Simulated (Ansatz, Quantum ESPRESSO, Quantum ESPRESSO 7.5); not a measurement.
## Si chain with one bond drawn out by 2.0 Å: ballistic transmission

Wanted: the transmission near the Fermi level and the conductance of this junction: Si chain with one bond drawn out by 2.0 Å.

Program: Quantum ESPRESSO 7.5. Level of theory: plane-wave DFT, PBE, GBRV ultrasoft pseudopotentials (cross-check by Ansatz 0.2.0 with PAW datasets). Results are calculated unless marked as measured.

### 1. The structure

The cell holds 10 atoms: 10 Si. Cell: a = 7.500 Å, b = 7.500 Å, c = 24.000 Å, α = 90.0°, β = 90.0°, γ = 90.0°. Regions: left lead, 5 atoms (5 Si); right lead, 5 atoms (5 Si). Vacuum lies along a and b. The structure is stacked along c, and the current runs across the ab planes.

Structure file:

```cif
data_structure
_symmetry_space_group_name_H-M 'P 1'
_symmetry_Int_Tables_number 1
_cell_length_a 7.5000
_cell_length_b 7.5000
_cell_length_c 24.0000
_cell_angle_alpha 90.000
_cell_angle_beta 90.000
_cell_angle_gamma 90.000
_cell_volume 1350.00
loop_
_atom_site_label
_atom_site_type_symbol
_atom_site_fract_x
_atom_site_fract_y
_atom_site_fract_z
_atom_site_occupancy
Si1 Si 0.50000 0.50000 0.00000 1
Si2 Si 0.50000 0.50000 0.09167 1
Si3 Si 0.50000 0.50000 0.18333 1
Si4 Si 0.50000 0.50000 0.27500 1
Si5 Si 0.50000 0.50000 0.36667 1
Si6 Si 0.50000 0.50000 0.54167 1
Si7 Si 0.50000 0.50000 0.63333 1
Si8 Si 0.50000 0.50000 0.72500 1
Si9 Si 0.50000 0.50000 0.81667 1
Si10 Si 0.50000 0.50000 0.90833 1
```

### 2. SCF with pw.x

One periodic cell holds a stretch of lead, the junction and more lead; the atoms stay as built.

scf.in reads:

```
&control
  prefix = 'scf'
  outdir = './out'
  pseudo_dir = './pseudo'
  calculation = 'scf'
  tprnfor = .true.
/
&system
  ibrav = 0
  nat = 10
  ntyp = 1
  ecutwfc = 34
  ecutrho = 170
  occupations = 'smearing'
  smearing = 'mv'
  degauss = 0.01
/
&electrons
  conv_thr = 1e-07
  mixing_beta = 0.25
  electron_maxstep = 120
  mixing_mode = 'local-TF'
/
ATOMIC_SPECIES
  Si  28.0850  si_pbe_v1.uspp.F.UPF
CELL_PARAMETERS angstrom
  7.50000000000000 0.00000000000000 0.00000000000000
  0.00000000000000 7.50000000000000 0.00000000000000
  0.00000000000000 0.00000000000000 24.00000000000000
ATOMIC_POSITIONS crystal
  Si  0.500000000000 0.500000000000 0.000000000000
  Si  0.500000000000 0.500000000000 0.091666666667
  Si  0.500000000000 0.500000000000 0.183333333333
  Si  0.500000000000 0.500000000000 0.275000000000
  Si  0.500000000000 0.500000000000 0.366666666667
  Si  0.500000000000 0.500000000000 0.541666666667
  Si  0.500000000000 0.500000000000 0.633333333333
  Si  0.500000000000 0.500000000000 0.725000000000
  Si  0.500000000000 0.500000000000 0.816666666667
  Si  0.500000000000 0.500000000000 0.908333333333
K_POINTS automatic
  1 1 3 0 0 0
```

Run with:

```
> OMP_NUM_THREADS=1 mpirun -n 2 pw.x -nk 1 -in scf.in > scf.out
```

What it wrote:

```text
Program PWSCF v.7.5 starts
[citation notice left out]

     Parallel version (MPI & OpenMP), running on       2 processor cores
     Number of MPI processes:                 2
     Threads/MPI process:                     1

     MPI processes distributed on     1 nodes
[...]
Current dimensions of program PWSCF are:
     Max number of different atomic species (ntypx) = 10
     Max number of k-points (npk) =  40000
     Max angular momentum in pseudopotentials (lmaxx) =  4
     Message from routine setup:
     using ibrav=0 with symmetry is DISCOURAGED, use correct ibrav instead

     R & G space division:  proc/nbgrp/npool/nimage =       2
     Subspace diagonalization in iterative solution of the eigenvalue problem:
     a serial algorithm will be used

     Parallelization info
     --------------------
     sticks:   dense  smooth     PW     G-vecs:    dense   smooth      PW
     Min        1354    1088    276               170476   121968   15606
     Max        1355    1089    277               170493   121977   15615
     Sum        2709    2177    553               340969   243945   31221

     Using Slab Decomposition

     bravais-lattice index     =            0
     lattice parameter (alat)  =      14.1729  a.u.
     unit-cell volume          =    9110.2516 (a.u.)^3
     number of atoms/cell      =           10
     number of atomic types    =            1
     number of electrons       =        40.00
     number of Kohn-Sham states=           24
     kinetic-energy cutoff     =      34.0000  Ry
     charge density cutoff     =     170.0000  Ry
     scf convergence threshold =      1.0E-07
     mixing beta               =       0.2500
     number of iterations used =            8  local-TF  mixing
     Exchange-correlation= SLA  PW   PBE  PBE
                           (   1   4   3   4   0   0   0)

     celldm(1)=  14.172946  celldm(2)=   0.000000  celldm(3)=   0.000000
     celldm(4)=   0.000000  celldm(5)=   0.000000  celldm(6)=   0.000000

     crystal axes: (cart. coord. in units of alat)
               a(1) = (   1.000000   0.000000   0.000000 )
               a(2) = (   0.000000   1.000000   0.000000 )
               a(3) = (   0.000000   0.000000   3.200000 )

     reciprocal axes: (cart. coord. in units 2 pi/alat)
               b(1) = (  1.000000  0.000000  0.000000 )
               b(2) = (  0.000000  1.000000  0.000000 )
               b(3) = (  0.000000  0.000000  0.312500 )

     PseudoPot. # 1 for Si read from file:
     ./pseudo/si_pbe_v1.uspp.F.UPF
     Pseudo is Ultrasoft + core correction, Zval =  4.0
     Generated by new atomic code, or converted to UPF format
     Using radial grid of  899 points,  6 beta functions with:
                l(1) =   0
                l(2) =   0
                l(3) =   1
                l(4) =   1
                l(5) =   2
                l(6) =   2
     Q(r) pseudized with  8 coefficients,  rinner =    0.900   0.900   0.900
                                                       0.900   0.900

     atomic species   valence    mass     pseudopotential
     Si                4.00    28.08500     Si( 1.00)

      8 Sym. Ops. (no inversion) found

   Cartesian axes

     site n.     atom                  positions (alat units)
         1        Si     tau(   1) = (   0.5000000   0.5000000   0.0000000  )
         2        Si     tau(   2) = (   0.5000000   0.5000000   0.2933333  )
         3        Si     tau(   3) = (   0.5000000   0.5000000   0.5866667  )
         4        Si     tau(   4) = (   0.5000000   0.5000000   0.8800000  )
         5        Si     tau(   5) = (   0.5000000   0.5000000   1.1733333  )
         6        Si     tau(   6) = (   0.5000000   0.5000000   1.7333333  )
         7        Si     tau(   7) = (   0.5000000   0.5000000   2.0266667  )
         8        Si     tau(   8) = (   0.5000000   0.5000000   2.3200000  )
         9        Si     tau(   9) = (   0.5000000   0.5000000   2.6133333  )
        10        Si     tau(  10) = (   0.5000000   0.5000000   2.9066667  )

     number of k points=     2  Marzari-Vanderbilt smearing, width (Ry)=  0.0100
                       cart. coord. in units 2pi/alat
        k(    1) = (   0.0000000   0.0000000   0.0000000), wk =   0.6666667
        k(    2) = (   0.0000000   0.0000000   0.1041667), wk =   1.3333333

     Dense  grid:   340969 G-vectors     FFT dimensions: (  60,  60, 192)

     Smooth grid:   243945 G-vectors     FFT dimensions: (  54,  54, 180)

     Estimated max dynamical RAM per process >     712.00 MB

     Estimated total dynamical RAM >       1.39 GB

     Initial potential from superposition of free atoms

     starting charge      39.9933, renormalised to      40.0000

     negative rho (up, down):  2.673E-05 0.000E+00
     Starting wfcs are   40 randomized atomic wfcs

     total cpu time spent up to now is        1.7 secs

     per-process dynamical memory:   145.8 Mb

     Self-consistent Calculation

     iteration #  1     ecut=    34.00 Ry     beta= 0.25
     Davidson diagonalization with overlap
     ethr =  1.00E-02,  avg # of iterations =  2.0
     Minimization algorithm failed to find Fermi energy: reverting to bisection
     Possible cause: smearing is larger than the electronic band-gap.

     negative rho (up, down):  5.616E-07 0.000E+00

     total cpu time spent up to now is        5.3 secs

     total energy              =     -94.50050755 Ry
     estimated scf accuracy    <       0.48738535 Ry

     iteration #  2     ecut=    34.00 Ry     beta= 0.25
[...]
Minimization algorithm failed to find Fermi energy: reverting to bisection
     Possible cause: smearing is larger than the electronic band-gap.

[...]
total energy              =     -94.37684216 Ry
     estimated scf accuracy    <       0.35055471 Ry

     iteration #  3     ecut=    34.00 Ry     beta= 0.25
[...]
total energy              =     -94.42560101 Ry
     estimated scf accuracy    <       0.05815819 Ry

     iteration #  4     ecut=    34.00 Ry     beta= 0.25
[...]
total energy              =     -94.43256909 Ry
     estimated scf accuracy    <       0.05894247 Ry

     iteration #  5     ecut=    34.00 Ry     beta= 0.25
[...]
total energy              =     -94.41995611 Ry
     estimated scf accuracy    <       0.05466351 Ry

     iteration #  6     ecut=    34.00 Ry     beta= 0.25
[...]
total energy              =     -94.41622155 Ry
     estimated scf accuracy    <       0.02337012 Ry

     iteration #  7     ecut=    34.00 Ry     beta= 0.25
[...]
total energy              =     -94.41553389 Ry
     estimated scf accuracy    <       0.00880228 Ry

     iteration #  8     ecut=    34.00 Ry     beta= 0.25
[...]
negative rho (up, down):  3.126E-08 0.000E+00

[...]
total energy              =     -94.41479059 Ry
     estimated scf accuracy    <       0.00687032 Ry

     iteration #  9     ecut=    34.00 Ry     beta= 0.25
[...]
negative rho (up, down):  8.247E-05 0.000E+00

[...]
total energy              =     -94.41585883 Ry
     estimated scf accuracy    <       0.00261568 Ry

     iteration # 10     ecut=    34.00 Ry     beta= 0.25
[...]
negative rho (up, down):  1.709E-05 0.000E+00

[...]
total energy              =     -94.41604033 Ry
     estimated scf accuracy    <       0.00023046 Ry

     iteration # 11     ecut=    34.00 Ry     beta= 0.25
[...]
negative rho (up, down):  1.308E-05 0.000E+00

[...]
total energy              =     -94.41607217 Ry
     estimated scf accuracy    <       0.00031894 Ry

     iteration # 12     ecut=    34.00 Ry     beta= 0.25
[...]
negative rho (up, down):  9.435E-05 0.000E+00

[...]
total energy              =     -94.41604104 Ry
     estimated scf accuracy    <       0.00028303 Ry

     iteration # 13     ecut=    34.00 Ry     beta= 0.25
[...]
negative rho (up, down):  1.862E-04 0.000E+00

[...]
total energy              =     -94.41610908 Ry
     estimated scf accuracy    <       0.00007248 Ry

     iteration # 14     ecut=    34.00 Ry     beta= 0.25
[...]
negative rho (up, down):  1.662E-04 0.000E+00

[...]
total energy              =     -94.41611538 Ry
     estimated scf accuracy    <       0.00011475 Ry

     iteration # 15     ecut=    34.00 Ry     beta= 0.25
[...]
negative rho (up, down):  7.558E-05 0.000E+00

[...]
total energy              =     -94.41607309 Ry
     estimated scf accuracy    <       0.00009993 Ry

     iteration # 16     ecut=    34.00 Ry     beta= 0.25
[...]
negative rho (up, down):  1.106E-04 0.000E+00

[...]
total energy              =     -94.41609757 Ry
     estimated scf accuracy    <       0.00001712 Ry

     iteration # 17     ecut=    34.00 Ry     beta= 0.25
[...]
negative rho (up, down):  1.564E-04 0.000E+00

[...]
total energy              =     -94.41610183 Ry
     estimated scf accuracy    <       0.00000278 Ry

     iteration # 18     ecut=    34.00 Ry     beta= 0.25
[...]
negative rho (up, down):  1.282E-04 0.000E+00

[...]
total energy              =     -94.41610646 Ry
     estimated scf accuracy    <       0.00001977 Ry

     iteration # 19     ecut=    34.00 Ry     beta= 0.25
[...]
negative rho (up, down):  1.159E-04 0.000E+00

[...]
total energy              =     -94.41610201 Ry
     estimated scf accuracy    <       0.00002520 Ry

     iteration # 20     ecut=    34.00 Ry     beta= 0.25
[...]
negative rho (up, down):  1.126E-04 0.000E+00

[...]
total energy              =     -94.41610203 Ry
     estimated scf accuracy    <       0.00000768 Ry

     iteration # 21     ecut=    34.00 Ry     beta= 0.25
[...]
negative rho (up, down):  9.350E-05 0.000E+00

[...]
total energy              =     -94.41610205 Ry
     estimated scf accuracy    <       0.00000235 Ry

     iteration # 22     ecut=    34.00 Ry     beta= 0.25
[...]
negative rho (up, down):  6.742E-05 0.000E+00

[...]
End of self-consistent calculation

          k = 0.0000 0.0000 0.0000 ( 30445 PWs)   bands (ev):

   -12.6587 -12.4531 -12.0829 -11.5666 -11.0839 -10.3407  -9.5429  -8.5468
    -7.5613  -5.7209  -5.5657  -4.6099  -4.6099  -4.4276  -4.4276  -4.0983
    -4.0983  -3.6297  -3.6297  -3.3031  -3.2125  -3.2125  -2.4721  -2.4721

          k = 0.0000 0.0000 0.1042 ( 30496 PWs)   bands (ev):

   -12.6583 -12.4547 -12.0790 -11.5766 -11.0678 -10.3624  -9.5135  -8.5856
    -7.5167  -5.9183  -5.3542  -4.6085  -4.6085  -4.4326  -4.4326  -4.0857
    -4.0857  -3.6586  -3.6586  -3.4248  -3.1703  -3.1703  -2.5245  -2.5245

     the Fermi energy is    -3.2879 ev

!    total energy              =     -94.41610268 Ry
     estimated scf accuracy    <       0.00000010 Ry
     smearing contrib. (-TS)   =      -0.00170285 Ry
     internal energy E=F+TS    =     -94.41439983 Ry

     The total energy is F=E-TS. E is the sum of the following terms:
     one-electron contribution =     -86.28009007 Ry
     hartree contribution      =      47.87474204 Ry
     xc contribution           =     -41.08418489 Ry
     ewald contribution        =     -14.92486691 Ry

     convergence has been achieved in  22 iterations

     negative rho (up, down):  6.742E-05 0.000E+00

     Forces acting on atoms (cartesian axes, Ry/au):

     atom    1 type  1   force =     0.00000000    0.00000000    0.02877485
     atom    2 type  1   force =     0.00000000    0.00000000    0.00662410
     atom    3 type  1   force =     0.00000000    0.00000000    0.01452298
     atom    4 type  1   force =     0.00000000    0.00000000    0.00600691
     atom    5 type  1   force =     0.00000000    0.00000000   -0.00972419
     atom    6 type  1   force =     0.00000000    0.00000000    0.00973822
     atom    7 type  1   force =     0.00000000    0.00000000   -0.00602638
     atom    8 type  1   force =     0.00000000    0.00000000   -0.01450374
     atom    9 type  1   force =     0.00000000    0.00000000   -0.00664428
     atom   10 type  1   force =     0.00000000    0.00000000   -0.02876848

     Total force =     0.049262     Total SCF correction =     0.000205

[...]
=------------------------------------------------------------------------------=
   JOB DONE.
=------------------------------------------------------------------------------=
```

Run time: 75 s. Hardware: 2 MPI ranks of Arm Neoverse V2, shared host; peak memory 1.4 GiB.

Read from the output:

```
free energy  : -1284.5965 eV
Fermi energy : -3.288 eV
```

The program's own clock; routines nest. Time by routine:

| routine | wall time (s) | calls |
| --- | --- | --- |
| PWSCF | 74.11 | 1 |
| electrons | 71.24 | 1 |
| c_bands | 27.3 | 22 |
| cegterg | 25.38 | 44 |
| h_psi | 20.77 | 137 |
| fftw | 17.33 | 6372 |
| mix_rho | 15.6 | 22 |
| sum_band | 15.58 | 22 |
| vloc_psi | 15.52 | 137 |
| newd | 10.68 | 23 |
| ffts | 9.63 | 2458 |
| calbec | 3.79 | 189 |
| s_psi | 2.61 | 137 |
| h_psi:calbec | 2.6 | 137 |

The run needed 22 iterations to bring the estimated error under 1e-07 Ry; the largest force on any atom, held or free, is 0.74 eV/Å.

(Part 1 of 4 ends here.)

[Logs are printed without paths, hosts, clocks, repeated set-up lines and the standing remarks that a program may print on its own settings, such as how far it seeks lower states.]

[Hosts, paths, dates, database ids (printed as entryN), source tags and the programs' standing remarks are cut or masked in the printed files.]

[Maps of the electrostatic potential energy from Ansatz leave out the sawtooth potential of an applied field or a dipole correction, so their vacuum need not be flat; planar profiles and work functions include it.]
